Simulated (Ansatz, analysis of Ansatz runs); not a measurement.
**K4Fe2O5 (P2_1/c): a line between two Fe sites for an added electron**

Aim: the energy barrier that a trapped electron meets when it moves from one Fe atom to another one nearby in K4Fe2O5 (P2_1/c). The model is a cell of 66 host atoms.

Method: plane-wave PAW DFT, PBEsol+U; relaxation of all atoms of a supercell at fixed charge in a uniform background; PAW set soft_1, in Ansatz 0.2.0.

**1. Set-up**

The cell holds 66 atoms: 24 K, 12 Fe and 30 O. Cell: a = 14.049 Å, b = 8.709 Å, c = 9.992 Å, α = 79.6°, β = 102.9°, γ = 111.9°. It derives from K4Fe2O5 (space group P2_1/c). Nearest the centre at fractional (0.500, 0.500, 0.000): O53 at 0.00 Å, Fe29 at 1.92 Å, Fe32 at 1.92 Å, K2 at 2.71 Å, K8 at 2.71 Å, K23 at 2.75 Å, K11 at 2.75 Å, O47 at 3.07 Å.

Hubbard terms: Fe d 5.0 eV. They were chosen, not fitted, to curb self-interaction in the shells named, the trial site's among them. The two sites are Fe32 and Fe29. The cell's shortest repeat is 8.7 Å. The host's moments were started ferromagnetic, high spin; both sites carry the same spin direction.

**2. The cell without the carrier**

The neutral cell is relaxed first, from small random displacements, so that bond lengths and moments with the carrier can be set beside those of a relaxed cell without it.

File neutral.relax/input.yaml:

```yaml
crystal:
  lattice:
    - [12.7289732, 5.94492745, -0.02100428]
    - [-6.3644866, 5.94492745, 0.01050214]
    - [-2.45292738, 0.0, 9.68671688]
  atoms:
    - { symbol: K, position: [0.215345, 0.161991, 0.01721] }
    - { symbol: K, position: [0.548678, 0.828658, 0.01721] }
    - { symbol: K, position: [0.882011, 0.495324, 0.01721] }
    - { symbol: K, position: [0.227476, 0.362608, 0.337249] }
    - { symbol: K, position: [0.560809, 0.029275, 0.337249] }
    - { symbol: K, position: [0.894143, 0.695941, 0.337249] }
    - { symbol: K, position: [0.117989, 0.504676, 0.98279] }
    - { symbol: K, position: [0.451322, 0.171342, 0.98279] }
    - { symbol: K, position: [0.784655, 0.838009, 0.98279] }
    - { symbol: K, position: [0.000753, 0.909163, 0.837249] }
    - { symbol: K, position: [0.334087, 0.575829, 0.837249] }
    - { symbol: K, position: [0.66742, 0.242496, 0.837249] }
    - { symbol: K, position: [0.105857, 0.304059, 0.662751] }
    - { symbol: K, position: [0.439191, 0.970725, 0.662751] }
    - { symbol: K, position: [0.772524, 0.637392, 0.662751] }
    - { symbol: K, position: [0.202879, 0.674456, 0.48279] }
    - { symbol: K, position: [0.536212, 0.341123, 0.48279] }
    - { symbol: K, position: [0.869546, 0.00779, 0.48279] }
    - { symbol: K, position: [0.130454, 0.99221, 0.51721] }
    - { symbol: K, position: [0.463788, 0.658877, 0.51721] }
    - { symbol: K, position: [0.797121, 0.325544, 0.51721] }
    - { symbol: K, position: [0.33258, 0.757504, 0.162751] }
    - { symbol: K, position: [0.665913, 0.424171, 0.162751] }
    - { symbol: K, position: [0.999247, 0.090837, 0.162751] }
    - { symbol: Fe, position: [0.007922, 0.608611, 0.655768], spin: 5.0 }
    - { symbol: Fe, position: [0.341255, 0.275278, 0.655768], spin: 5.0 }
    - { symbol: Fe, position: [0.674589, 0.941944, 0.655768], spin: 5.0 }
    - { symbol: Fe, position: [0.0969, 0.786567, 0.155768], spin: 5.0 }
    - { symbol: Fe, position: [0.430233, 0.453234, 0.155768], spin: 5.0 }
    - { symbol: Fe, position: [0.763567, 0.1199, 0.155768], spin: 5.0 }
    - { symbol: Fe, position: [0.236433, 0.8801, 0.844232], spin: 5.0 }
    - { symbol: Fe, position: [0.569767, 0.546766, 0.844232], spin: 5.0 }
    - { symbol: Fe, position: [0.9031, 0.213433, 0.844232], spin: 5.0 }
    - { symbol: Fe, position: [0.325411, 0.058056, 0.344232], spin: 5.0 }
    - { symbol: Fe, position: [0.658745, 0.724722, 0.344232], spin: 5.0 }
    - { symbol: Fe, position: [0.992078, 0.391389, 0.344232], spin: 5.0 }
    - { symbol: O, position: [0.085174, 0.559717, 0.230275] }
    - { symbol: O, position: [0.418508, 0.226384, 0.230275] }
    - { symbol: O, position: [0.751841, 0.89305, 0.230275] }
    - { symbol: O, position: [0.248159, 0.10695, 0.769725] }
    - { symbol: O, position: [0.581492, 0.773616, 0.769725] }
    - { symbol: O, position: [0.914826, 0.440283, 0.769725] }
    - { symbol: O, position: [0.299073, 0.462101, 0.097473] }
    - { symbol: O, position: [0.632407, 0.128767, 0.097473] }
    - { symbol: O, position: [0.96574, 0.795434, 0.097473] }
    - { symbol: O, position: [0.155247, 0.699862, 0.730275] }
    - { symbol: O, position: [0.48858, 0.366528, 0.730275] }
    - { symbol: O, position: [0.821913, 0.033195, 0.730275] }
    - { symbol: O, position: [0.041709, 0.219465, 0.402527] }
    - { symbol: O, position: [0.375043, 0.886131, 0.402527] }
    - { symbol: O, position: [0.708376, 0.552798, 0.402527] }
    - { symbol: O, position: [0.166667, 0.833333, 0.0] }
    - { symbol: O, position: [0.5, 0.5, 0.0] }
    - { symbol: O, position: [0.833333, 0.166667, 0.0] }
    - { symbol: O, position: [0.03426, 0.204566, 0.902527] }
    - { symbol: O, position: [0.367593, 0.871233, 0.902527] }
    - { symbol: O, position: [0.700927, 0.537899, 0.902527] }
    - { symbol: O, position: [0.178087, 0.966805, 0.269725] }
    - { symbol: O, position: [0.51142, 0.633472, 0.269725] }
    - { symbol: O, position: [0.844753, 0.300138, 0.269725] }
    - { symbol: O, position: [0.0, 0.5, 0.5] }
    - { symbol: O, position: [0.333333, 0.166667, 0.5] }
    - { symbol: O, position: [0.666667, 0.833333, 0.5] }
    - { symbol: O, position: [0.291624, 0.447202, 0.597473] }
    - { symbol: O, position: [0.624957, 0.113869, 0.597473] }
    - { symbol: O, position: [0.958291, 0.780535, 0.597473] }
basis:
  ecutwfc: 420
  xc_grid: 2
hamiltonian:
  xc: pbesol
  hubbard:
    sites: [{ species: Fe, l: d, u_eff: 5.0 }]
    projectors: ortho-atomic
  pseudopotentials: { kind: paw, azcp: { folder: soft_1 }, xc_functional: pbe }
kpoints:
  mp_grid: { grid: [1, 1, 1] }
magnetization:
  spin_polarized: true
  initial_magnetization: 60
  spin_locking: { lock_magnetization: hard }
scf:
  occupations: { method: fermi_dirac, width: 0.01 }
  max_iter: 120
  lower_state_search: "off"
output:
  forces: true
relax:
  f_tol: 0.02
  max_steps: 70
  random_displacement: { amplitude: 0.04, seed: 3665 }
checkpoint:
  write: "../neutral.relax.run"
  compress: false
  write_wavefunctions: true
  write_every: 100000
```

Command:

```console
ansatz run input.yaml --threads 32 --pin off --max-ram 84787MiB --backend cuda --events-out ev --progress --plain --runs-dir out --max-vram 78GiB
```

Numbers of over 12 decimals in the logs are rounded to 6 here.

What it wrote:

```text
[... repeated set-up lines and file paths are left out, and long positions are rounded to six places ...]
Engine: ansatz 0.2.0, aarch64-unknown-linux-gnu
Pseudopotentials: kind: paw
Pseudopotential: K, paw, valence charge 9, recommended cutoff 420 eV (normal), soft_1/K.paw.azcp
Pseudopotential: Fe, paw, valence charge 16, recommended cutoff 420 eV (normal), soft_1/Fe.paw.azcp
Pseudopotential: O, paw, valence charge 6, recommended cutoff 420 eV (normal), soft_1/O.paw.azcp
Functional definition: PBEsol
  exchange = pbesol_x
  correlation = pbesol_c
[...]
Crystal: 66 atoms, lattice volume = 1099.072 Å³
Basis set: ecut = 420 eV, 21501 PW (Γ), exchange–correlation on 192×120×144 points (8 copies of the dense FFT grid, shifted against one another)
Bands: 390, of which v1, the nominal top of the filled ones, is band 294 counted from 1 (293 counted from 0)
Symmetry: 1 space group operations
k-points: 1
Non-local potential: K, projectors of the file, l = 0: 3, l = 1: 2, l = 2: 2
Non-local potential: Fe, projectors of the file, l = 0: 3, l = 1: 2, l = 2: 3, l = 3: 1
Non-local potential: O, projectors of the file, l = 0: 2, l = 1: 2, l = 2: 1
PAW form: soft (Blöchl's): semilocal exchange-correlation on the pseudo side does not see the compensation charge
PAW frozen core: K, regenerated for the run's functional, and the local potential with it (the file was generated under x = pbe(κ = 0.804, μ = 0.219515), c = pbe(β = 0.066725))
[...]
Internal energy: -106585.270746 eV  (E = F + TS)
E sigma→0 (E₀):  -106585.270746 eV
Fermi energy:    7.237653 (↑ 7.471504, ↓ 6.779921) eV
--- Per-component energies (eV) ---
  E_band       = -7271.148127
  E_kinetic    = 14976.566749
  E_local      = -66712.505224  (includes V_loc(G=0)·N_el)
  E_nonlocal   = 5396.751652
  E_hartree    = 26664.572706
  E_xc         = -6630.880257
  E_vxc        = -8337.999713  (∫ρ·V_xc dr)
  E_hubbard    = 23.825736  (on-site DFT+U / exact-exchange correction)
  E_vhub       = -130.962214  (the Hubbard potential's part of the band-sum identity)
  E_paw        = -39153.426746  (= ΣΔE_a)
  E_vpaw       = -5792.156106  (= ΣTr[D̂ρ^β])
  E_aug_tail   = 0.012069  (compensation charges beyond the density's cutoff)
  E_ewald      = -41155.985739
  E_core_change = 5.798308  (= ΣΔE_core)
  E_smearing   = -0.000000  (= −TS)
  E_closure    = -0.000000  (closes the sum)
  Σ components = -106585.270746   (vs F -106585.270746, Δ=0.00e0)
--- Forces (eV/Å), atoms counted from 1 ---
  atom   1  K     -0.00089311    -0.00215114    -0.00013768
  atom   2  K      0.00101968     0.00309466     0.00011944
  [... 4 atoms left out ...]
  [... 60 more lines of this table ...]
  max |Σ_I F_I| component: 1.20e-4 eV/Å
--- Band table (eV) ---
  k-point 0 ↑: bands = ["-84.2425", "-84.2424", "-84.2424", "-84.2421", "-84.2417", "-84.2398", "-84.2393", "-84.2392", "-84.2390", [... rest cut ...]
  k-point 0 ↓: bands = ["-79.4784", "-79.4783", "-79.4782", "-79.4779", "-79.4775", "-79.4756", "-79.4752", "-79.4751", "-79.4749", [... rest cut ...]
Occupation matrices written to <dir>
--- Relaxed structure (4 steps of the walk, 4 accepted, 0 SCFs on fresh bases) ---
  F+E_penalty+E_count = -106585.27074627 eV   max|allowed force component| = 5.742e-3 eV/Å
  atoms:
    - { symbol: K, position: [0.215264, 0.161874, 0.016252] }
    - { symbol: K, position: [0.548479, 0.828373, 0.016267] }
    [... 4 atoms left out ...]
  [... 60 more lines of this table ...]
[key lines of the parts left out:]
SCF converged after 9 iterations
Magnetization: 60.0000 μB (324.0000 up, 264.0000 down)
Free energy (F): -106585.270746 eV
```

Elapsed: 5.2 s, on 1 × NVIDIA GB200 with 32 threads of Arm Neoverse V2, shared host; peak memory 1.5 GiB; 20 s of CPU time.

The largest displacement from an ideal site is 0.010 Å.

**3. The electron on the first site**

The nearest neighbour or neighbours of the site start displaced and the site's starting moment is changed by the carrier's spin, since a carrier doesn't trap itself in the undistorted lattice.

File A.relax/input.yaml:

```yaml
crystal:
  lattice:
    - [12.7289732, 5.94492745, -0.02100428]
    - [-6.3644866, 5.94492745, 0.01050214]
    - [-2.45292738, 0.0, 9.68671688]
  atoms:
    - { symbol: K, position: [0.215264, 0.161874, 0.016252] }
    - { symbol: K, position: [0.548479, 0.828373, 0.016267] }
    - { symbol: K, position: [0.88189, 0.49527, 0.016183] }
    - { symbol: K, position: [0.227002, 0.362195, 0.337007] }
    - { symbol: K, position: [0.560172, 0.028665, 0.336836] }
    - { symbol: K, position: [0.893472, 0.695693, 0.336748] }
    - { symbol: K, position: [0.118198, 0.503913, 0.983338] }
    - { symbol: K, position: [0.451379, 0.170399, 0.983423] }
    - { symbol: K, position: [0.784901, 0.83725, 0.983432] }
    - { symbol: K, position: [0.000722, 0.909778, 0.836964] }
    - { symbol: K, position: [0.333892, 0.576286, 0.837004] }
    - { symbol: K, position: [0.66717, 0.242978, 0.836969] }
    - { symbol: K, position: [0.106546, 0.304167, 0.662781] }
    - { symbol: K, position: [0.439865, 0.970555, 0.662882] }
    - { symbol: K, position: [0.773129, 0.637266, 0.6629] }
    - { symbol: K, position: [0.203326, 0.673718, 0.483284] }
    - { symbol: K, position: [0.536558, 0.340511, 0.483265] }
    - { symbol: K, position: [0.869929, 0.007291, 0.483314] }
    - { symbol: K, position: [0.130142, 0.992197, 0.516342] }
    - { symbol: K, position: [0.463471, 0.658792, 0.516495] }
    - { symbol: K, position: [0.796761, 0.32556, 0.516286] }
    - { symbol: K, position: [0.332695, 0.756112, 0.162692] }
    - { symbol: K, position: [0.665867, 0.422539, 0.162752] }
    - { symbol: K, position: [0.999622, 0.089739, 0.162659] }
    - { symbol: Fe, position: [0.007907, 0.608221, 0.655616], spin: 5.0 }
    - { symbol: Fe, position: [0.341292, 0.274678, 0.65582], spin: 5.0 }
    - { symbol: Fe, position: [0.674574, 0.941437, 0.655724], spin: 5.0 }
    - { symbol: Fe, position: [0.097053, 0.786189, 0.15576], spin: 5.0 }
    - { symbol: Fe, position: [0.430299, 0.452742, 0.155781], spin: 5.0 }
    - { symbol: Fe, position: [0.763673, 0.119513, 0.155705], spin: 5.0 }
    - { symbol: Fe, position: [0.236372, 0.87955, 0.843902], spin: 5.0 }
    - { symbol: Fe, position: [0.569685, 0.54618, 0.844007], spin: 4.0 }
    - { symbol: Fe, position: [0.903029, 0.21292, 0.843857], spin: 5.0 }
    - { symbol: Fe, position: [0.325503, 0.057662, 0.34403], spin: 5.0 }
    - { symbol: Fe, position: [0.658775, 0.724378, 0.343969], spin: 5.0 }
    - { symbol: Fe, position: [0.992083, 0.391183, 0.34384], spin: 5.0 }
    - { symbol: O, position: [0.085758, 0.559383, 0.230209] }
    - { symbol: O, position: [0.419169, 0.226023, 0.230415] }
    - { symbol: O, position: [0.752447, 0.892784, 0.230413] }
    - { symbol: O, position: [0.247669, 0.106354, 0.769451] }
    - { symbol: O, position: [0.581749, 0.786985, 0.764653] }
    - { symbol: O, position: [0.914345, 0.439683, 0.769238] }
    - { symbol: O, position: [0.298735, 0.460846, 0.097476] }
    - { symbol: O, position: [0.632099, 0.127499, 0.097284] }
    - { symbol: O, position: [0.965532, 0.794418, 0.097354] }
    - { symbol: O, position: [0.15532, 0.698783, 0.730131] }
    - { symbol: O, position: [0.483693, 0.354123, 0.723288] }
    - { symbol: O, position: [0.821996, 0.032002, 0.730272] }
    - { symbol: O, position: [0.041454, 0.2186, 0.402107] }
    - { symbol: O, position: [0.374818, 0.885027, 0.402233] }
    - { symbol: O, position: [0.708113, 0.551769, 0.4022] }
    - { symbol: O, position: [0.166738, 0.832849, -0.000145] }
    - { symbol: O, position: [0.495538, 0.496567, 0.0095] }
    - { symbol: O, position: [0.833423, 0.166239, -0.000156] }
    - { symbol: O, position: [0.034601, 0.204844, 0.902216] }
    - { symbol: O, position: [0.367917, 0.871409, 0.902265] }
    - { symbol: O, position: [0.709831, 0.537423, 0.906254] }
    - { symbol: O, position: [0.178103, 0.966977, 0.269474] }
    - { symbol: O, position: [0.511358, 0.633566, 0.269477] }
    - { symbol: O, position: [0.844649, 0.300393, 0.269366] }
    - { symbol: O, position: [-1.2e-05, 0.499909, 0.499588] }
    - { symbol: O, position: [0.333347, 0.16618, 0.499898] }
    - { symbol: O, position: [0.666695, 0.832912, 0.499835] }
    - { symbol: O, position: [0.292038, 0.447371, 0.597675] }
    - { symbol: O, position: [0.625298, 0.114079, 0.597493] }
    - { symbol: O, position: [0.958592, 0.780867, 0.597562] }
total_charge: -1
basis:
  ecutwfc: 420
  xc_grid: 2
hamiltonian:
  xc: pbesol
  hubbard:
    sites: [{ species: Fe, l: d, u_eff: 5.0 }]
    projectors: ortho-atomic
  pseudopotentials: { kind: paw, azcp: { folder: soft_1 }, xc_functional: pbe }
kpoints:
  mp_grid: { grid: [1, 1, 1] }
magnetization:
  spin_polarized: true
  initial_magnetization: 59
  spin_locking: { lock_magnetization: hard }
scf:
  occupations: { method: fermi_dirac, width: 0.01 }
  max_iter: 120
  lower_state_search: "off"
output:
  forces: true
relax:
  f_tol: 0.015
  max_steps: 70
  escape_saddle: false
checkpoint:
  write: "../A.relax.run"
  compress: false
  write_wavefunctions: true
  write_every: 100000
```

What it wrote:

```text
[...]
Crystal: 66 atoms, lattice volume = 1099.072 Å³
Basis set: ecut = 420 eV, 21501 PW (Γ), exchange–correlation on 192×120×144 points (8 copies of the dense FFT grid, shifted against one another)
Bands: 390, of which v1, the nominal top of the filled ones, is band 295 counted from 1 (294 counted from 0)
Symmetry: 1 space group operations
[...]
k-points: 1
[...]
Starting moments: Σ|m| = 59 μB on 12 of 66 sites
[...]
SCF iter   1: F=—  HF=-106608.916342 eV  |Δ(HF+E_count)|=         —  Δρ=4.87e-2 (↑4.87e-2 ↓4.29e-2)  dr2=1.49e2  dr2_m=2.84e0  M=59.000 μB ∫|m|=59.134 μB  Hψ=2959
[...]
SCF iter   2: F=—  HF=-106585.729203 eV  |Δ(HF+E_count)|=    2.32e1  Δρ=2.38e-2 (↑2.22e-2 ↓2.38e-2)  dr2=4.38e1  dr2_m=1.35e0  M=59.000 μB ∫|m|=59.279 μB  Hψ=1513
[...]
SCF iter  37: F=-106577.551882 eV  HF=-106577.551880 eV  |Δ(HF+E_count)|=   7.33e-6  Δρ=1.07e-5 (↑2.97e-6 ↓1.07e-5)  dr2=6.98e-7  dr2_m=2.66e-7  M=59.000 μB ∫|m|=59.125 μB  Hψ=2510
SCF 1 converged in 37 iterations: F = -106577.551882 eV  dr2 = 6.98e-7
[...]
relax step   1: F+E_penalty+E_count = -106577.55188152 eV  Δ(F+E_penalty+E_count) = +0.000e0 eV  max|allowed force component| = 9.591e-1 eV/Å  Δτ_max = 0.0000 Å  (37 SCF iters, dr2 threshold 5.63e-6 eV, accepted)
[...]
relax step   2: F+E_penalty+E_count = -106577.55912461 eV  Δ(F+E_penalty+E_count) = -7.243e-3 eV  max|allowed force component| = 7.356e-1 eV/Å  Δτ_max = 0.1984 Å  (11 SCF iters, dr2 threshold 5.75e-5 eV, accepted)
relax step   3: F+E_penalty+E_count = -106577.76330648 eV  Δ(F+E_penalty+E_count) = -2.042e-1 eV  max|allowed force component| = 3.029e-1 eV/Å  Δτ_max = 0.0962 Å  (11 SCF iters, dr2 threshold 3.38e-5 eV, accepted)
relax step   4: F+E_penalty+E_count = -106577.77725243 eV  Δ(F+E_penalty+E_count) = -1.395e-2 eV  max|allowed force component| = 1.688e-1 eV/Å  Δτ_max = 0.0197 Å  (8 SCF iters, dr2 threshold 1.56e-5 eV, accepted)
relax step   5: F+E_penalty+E_count = -106577.78240486 eV  Δ(F+E_penalty+E_count) = -5.152e-3 eV  max|allowed force component| = 6.143e-2 eV/Å  Δτ_max = 0.0184 Å  (10 SCF iters, dr2 threshold 4.83e-6 eV, accepted)
relax step   6: F+E_penalty+E_count = -106577.78377322 eV  Δ(F+E_penalty+E_count) = -1.368e-3 eV  max|allowed force component| = 2.416e-2 eV/Å  Δτ_max = 0.0107 Å  (17 SCF iters, dr2 threshold 5.00e-7 eV, accepted)
[...]
SCF iter   3: F=—  HF=-106577.776977 eV  |Δ(HF+E_count)|=   3.03e-5  Δρ=4.60e-5 (↑2.68e-5 ↓4.60e-5)  dr2=4.55e-5  dr2_m=3.23e-6  M=59.000 μB ∫|m|=59.128 μB  Hψ=1222
[...]
SCF iter   5: F=—  HF=-106577.783981 eV  |Δ(HF+E_count)|=   1.76e-6  Δρ=1.18e-5 (↑5.71e-6 ↓1.18e-5)  dr2=2.21e-6  dr2_m=2.20e-7  M=59.000 μB ∫|m|=59.128 μB  Hψ=1222
[...]
SCF iter  15: F=—  HF=-106577.784001 eV  |Δ(HF+E_count)|=   1.58e-6  Δρ=4.04e-6 (↑3.47e-6 ↓4.04e-6)  dr2=4.75e-7  dr2_m=1.13e-8  M=59.000 μB ∫|m|=59.128 μB  Hψ=1847
[...]
SCF iter  17: F=-106577.784002 eV  HF=-106577.784002 eV  |Δ(HF+E_count)|=   9.74e-8  Δρ=1.47e-6 (↑7.37e-7 ↓1.47e-6)  dr2=4.54e-8  dr2_m=3.01e-9  M=59.000 μB ∫|m|=59.128 μB  Hψ=2362
SCF 7 converged in 17 iterations: F = -106577.784002 eV  dr2 = 4.54e-8
relax step   7: F+E_penalty+E_count = -106577.78400164 eV  Δ(F+E_penalty+E_count) = -2.284e-4 eV  max|allowed force component| = 6.357e-3 eV/Å  Δτ_max = 0.0030 Å  (17 SCF iters, accepted)
[...]
NSCF: frozen V_eff on 1 k-points
[...]
SCF converged after 17 iterations
[...]
Magnetization: 59.0000 μB (324.0000 up, 265.0000 down)
Absolute magnetization: 59.1295 μB (∫|ρ↑−ρ↓|, with the PAW one-centre terms)
[...]
Per-site moments (μB) at R_I (Å): [(0.0039817, 1.079821), (0.0048622, 1.096065), (0.00285121, 1.051043), [... 6 left out ...]
Free energy (F): -106577.784002 eV
[...]
Internal energy: -106577.784002 eV  (E = F + TS)
E sigma→0 (E₀):  -106577.784002 eV
Fermi energy:    7.403560 (↑ 7.563784, ↓ 7.403560) eV
[...]
--- Forces (eV/Å), atoms counted from 1 ---
  atom   1  K     -0.00085278     0.00070021     0.00079528
  atom   2  K      0.00255854    -0.00222002    -0.00016200
  [... 4 atoms left out ...]
  [... 60 more lines of this table ...]
  max |Σ_I F_I| component: 4.27e-5 eV/Å
--- Band table (eV) ---
[...]
Occupation matrices written to <dir>
--- Relaxed structure (7 steps of the walk, 7 accepted, 0 SCFs on fresh bases) ---
  F+E_penalty+E_count = -106577.78400164 eV   max|allowed force component| = 6.357e-3 eV/Å
  atoms:
    - { symbol: K, position: [0.216247, 0.161297, 0.017776] }
    - { symbol: K, position: [0.549615, 0.825228, 0.013103] }
    [... 4 atoms left out ...]
  [... 60 more lines of this table ...]
```

Elapsed: 11 s, on 1 × NVIDIA GB200 with 32 threads; peak memory 1.7 GiB; 38 s of CPU time.

Step by step:

| step | energy less that of the first step (eV) | largest force component (eV/Å) |
| --- | --- | --- |
| 1 | 0.0000 | 0.9591 |
| 2 | -0.0072 | 0.7356 |
| 3 | -0.2114 | 0.3029 |
| 4 | -0.2254 | 0.1688 |
| 5 | -0.2305 | 0.0614 |
| 6 | -0.2319 | 0.0242 |
| 7 | -0.2321 | 0.0064 |

The atoms that moved most (Å):

| atom | dx | dy | dz | length |
| --- | --- | --- | --- | --- |
| O47 | 0.039 | -0.059 | 0.082 | 0.108 |
| K20 | 0.009 | 0.026 | 0.102 | 0.106 |
| K23 | -0.037 | 0.021 | -0.089 | 0.099 |
| Fe32 | 0.090 | -0.006 | -0.027 | 0.094 |
| O65 | -0.015 | 0.064 | -0.056 | 0.086 |
| O41 | 0.000 | 0.052 | 0.067 | 0.085 |
| K14 | -0.005 | 0.078 | 0.033 | 0.085 |
| O57 | 0.016 | 0.055 | -0.047 | 0.073 |

The moves above count from the input, in which the site's nearest neighbours were already displaced; the distances below compare with the cell without the carrier.

Distances from Fe32 without and with the electron:

| atom | without (Å) | with (Å) |
| --- | --- | --- |
| O57 | 1.83 | 1.91 |
| O53 | 1.93 | 2.07 |
| O41 | 1.94 | 2.12 |
| O47 | 1.95 | 2.04 |

The largest changes of the moments are -0.42 μB on Fe32, -0.16 μB on O57 and -0.05 μB on O47. The largest part sits on the chosen site.

[end of part 1 of 2]

[Logs are printed without paths, hosts, clocks, repeated set-up lines and the standing remarks that a program may print on its own settings, such as how far it seeks lower states.]

[Hosts, paths, dates, database ids (printed as entryN), source tags and the programs' standing remarks are cut or masked in the printed files.]
